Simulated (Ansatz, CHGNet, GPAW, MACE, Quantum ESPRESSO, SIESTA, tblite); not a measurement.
# Random packing of 64AlN-36Al2O3 (mol %) (86 atoms) in SIESTA, part 2 of 2

Aim: run random packing of 64AlN-36Al2O3 (mol %) (86 atoms) in SIESTA and see how near its forces come to a plane-wave reference, and at what cost.

Program: SIESTA 5.4.2; the method stands at each step. Banners, paths, timers and routine set-up lines are dropped from the logs unmarked, and long logs keep their key lines alone; longer cuts are marked. The potentials were converted by us to PSML.

So far. Step 2 (PBE, DZP, shift 0.01 Ry, mesh 500 Ry): Forces lie 8.6 % from the reference's, at 53 times its CPU time (on 2 against 4 cores). Step 3 (PBE, SZ, shift 0.01 Ry, mesh 500 Ry): Against the first run (8.6 %), the force difference from the reference is 45 %, at 0.20 times the CPU time (on 1 against 2 cores), with 344 basis functions against 1118: the smaller basis costs accuracy.

## (4) PBE, SZ, shift 0.02 Ry, mesh 500 Ry

Method: Kohn-Sham DFT, PBE, PseudoDojo 0.4.1 norm-conserving pseudopotentials (converted to PSML), numerical atomic orbitals (SZ), diagonalisation.

File input.fdf:

```
SystemLabel cell
NumberOfAtoms 86
NumberOfSpecies 3
%block ChemicalSpeciesLabel
  1 13 Al
  2 7 N
  3 8 O
%endblock ChemicalSpeciesLabel
LatticeConstant 1.0 Ang
%block LatticeVectors
  9.73820 0.00000 0.00000
  0.00000 9.73820 0.00000
  0.00000 0.00000 9.73820
%endblock LatticeVectors
PAO.BasisSize SZ
PAO.EnergyShift 0.02 Ry
XC.Functional GGA
XC.Authors PBE
MeshCutoff 500 Ry
%block kgrid_Monkhorst_Pack
  1 0 0 0.0
  0 1 0 0.0
  0 0 1 0.0
%endblock kgrid_Monkhorst_Pack
SolutionMethod diagon
OccupationFunction FD
ElectronicTemperature 580 K
SCF.Mixer.Method Pulay
SCF.Mixer.Weight 0.15
SCF.Mixer.History 8
SCF.Mix Hamiltonian
MaxSCFIterations 300
SCF.DM.Tolerance 1e-04
SCF.H.Tolerance 1.0e-3 eV
WriteForces T
Write.HirshfeldPop T
Write.VoronoiPop T
Write.DM F
Write.H F
XML.Write F
AtomicCoordinatesFormat Fractional
%block AtomicCoordinatesAndAtomicSpecies
[... 86 atom lines left out: the same atoms as in the first run ...]
%endblock AtomicCoordinatesAndAtomicSpecies
```

Command:

```
$ OMP_NUM_THREADS=1 siesta < input.fdf > output.txt
```

Log:

```text
Version         : 5.4.2
reinit: System Name:
reinit: System Label: cell
initatom: Reading input for the pseudopotentials and atomic orbitals ----------
Species number:   1 Atomic number:   13 Label: Al
Species number:   2 Atomic number:    7 Label: N
Species number:   3 Atomic number:    8 Label: O
Ground state valence configuration (from tables):   3s02  3p01  3d00  4f00
Ground state valence configuration (from tables):   2s02  2p03  3d00  4f00
Ground state valence configuration (from tables):   2s02  2p04  3d00  4f00
---- Processing specs for species: Al
[... lines left out ...]
        iscf     Eharris(eV)        E_KS(eV)     FreeEng(eV)     dDmax    Ef(eV) dHmax(eV)
[... lines left out ...]
SCF Convergence by DM+H criterion
[... lines left out ...]
SCF cycle converged after 34 iterations
[... lines left out ...]
   Max    7.889954
[... lines left out ...]
   Max    7.889954    constrained
Stress tensor Voigt[x,y,z,yz,xz,xy] (kbar):     -146.63     -223.23     -165.52       17.08       19.04       27.50
[... lines left out ...]
siesta: FreeEng =    -20819.262207
[... lines left out ...]
siesta:         Fermi =      -3.379296
[... lines left out ...]
siesta:     0.017166   -0.139329    0.010663
siesta:     0.011886    0.010663   -0.103312
siesta: Cell volume =        923.498234 Ang**3
siesta: Pressure (static):
siesta:                Solid            Molecule  Units
siesta:           0.00121316          0.00153287  Ry/Bohr**3
siesta:           0.11138739          0.14074143  eV/Ang**3
siesta:         178.46227017        225.49263615  kBar
    Orbital volume contribution        =          19.839971 eV
    (Free)E + p_basis*V_orbitals       =      -20799.422236 eV
    (Free)Eharris+ p_basis*V_orbitals  =      -20799.422236 eV
Hirshfeld Atomic Populations:
Atom #   charge [q] valence [e]  Species
     1     0.246262    2.753738  Al
     2     0.320828    2.679172  Al
     3     0.357628    2.642372  Al
[...]
39    -0.264517    5.264517  N
    40    -0.156382    5.156382  N
    41    -0.195981    5.195981  N
[...]
57    -0.209982    6.209982  O
    58    -0.188303    6.188303  O
    59    -0.179691    6.179691  O
[...]
--------------------
 Total    -0.000016
Voronoi Atomic Populations:
Atom #   charge [q] valence [e]  Species
[...]
37     0.183646    2.816354  Al
    38     0.351854    2.648146  Al
[...]
55    -0.319172    5.319172  N
    56    -0.324654    5.324654  N
[...]
85    -0.228253    6.228253  O
    86    -0.199832    6.199832  O
--------------------
 Total    -0.000016
```

Elapsed: 3.9 min, on 1 thread of Arm Neoverse V2, shared host; peak memory 1.1 GiB.

Against the reference:

| Quantity | Value |
| --- | --- |
| r.m.s. force component | 2.02 eV/Å |
| r.m.s. difference of force components | 782.6 meV/Å |
| longest difference of force vectors | 3017 meV/Å |
| force difference over r.m.s. force | 43.57 % |
| slope of forces against the reference's | 1.037 |
| correlation of force components | 0.9225 |
| pressure | 17.85 GPa |
| pressure difference | 12.94 GPa |

This is a coarse setting, run to see what it loses.

Against the first run (8.6 %), the force difference from the reference is 44 %, at 0.14 times the CPU time (on 1 against 2 cores).

## (5) The ladder

Differences are against the plane-wave reference, forces as r.m.s. over components; share is that over the reference's r.m.s. force, slope the least-squares factor from reference forces to these. Total energies of different programs have different zeros and aren't compared.

```
                                                run  Δ force, r.m.s. (meV/Å)  share (%)  slope  Δ pressure (GPa)  cores  CPU time  memory (GiB)
                                          reference                        -          -      -                 -      4      31 s           1.1
        SIESTA PBE, DZP, shift 0.01 Ry, mesh 500 Ry                      155       8.65  0.977              1.70      2    28 min           3.2
SIESTA PBE, SZ, shift 0.01 Ry, mesh 500 Ry (coarse)                      810       45.1  1.008              19.0      1   5.7 min           1.3
SIESTA PBE, SZ, shift 0.02 Ry, mesh 500 Ry (coarse)                      783       43.6  1.037              12.9      1   3.9 min           1.1
```

Rows marked coarse were listed beforehand as settings not expected to be converged; some can still land near the reference.

CPU time is summed over cores on a shared host, where runs went side by side, so it is rough. Symmetry, cutoffs, thresholds, outputs and thread counts weren't matched or tuned between programs; memory under MPI is the largest rank's times the ranks.

## (6) What came out

* nearest in forces: SIESTA PBE, DZP, shift 0.01 Ry, mesh 500 Ry, 8.6 %
* its CPU time: 28 min

**Reading.** The PBE run in local orbitals, coarse settings apart, differs by 8.6 % (SIESTA PBE, DZP, shift 0.01 Ry, mesh 500 Ry); basis, grid and potentials can all enter. Runs with settings chosen to be coarse differ by 44 % (SIESTA PBE, SZ, shift 0.02 Ry, mesh 500 Ry) to 45 % (SIESTA PBE, SZ, shift 0.01 Ry, mesh 500 Ry), their programs' other errors included. None of the electronic-structure runs in the table takes under half the reference's CPU time of 31 s; they take 7.5 to 53 times as much. In pressure, SIESTA PBE, SZ, shift 0.01 Ry, mesh 500 Ry misses by +19.0 GPa, at the same functional. The reference's stress is far from hydrostatic: its diagonal is 3.1, 8.3, 3.4 GPa, compression counted positive. The reference's pressure of 4.9 GPa belongs to a cell and atoms that aren't relaxed at this level. The electronic-structure runs sample only Γ, in a cell whose shortest periodic width is 10 Å, which is coarse for a cell with partly filled levels.

[Also dropped from logs without a mark: logging warnings of Python, and SIESTA's first energy breakdown and zero terms.]

[Logs are printed without paths, hosts, clocks, repeated set-up lines and the standing remarks that a program may print on its own settings, such as how far it seeks lower states.]

[Hosts, paths, dates, database ids (printed as entryN), source tags and the programs' standing remarks are cut or masked in the printed files.]
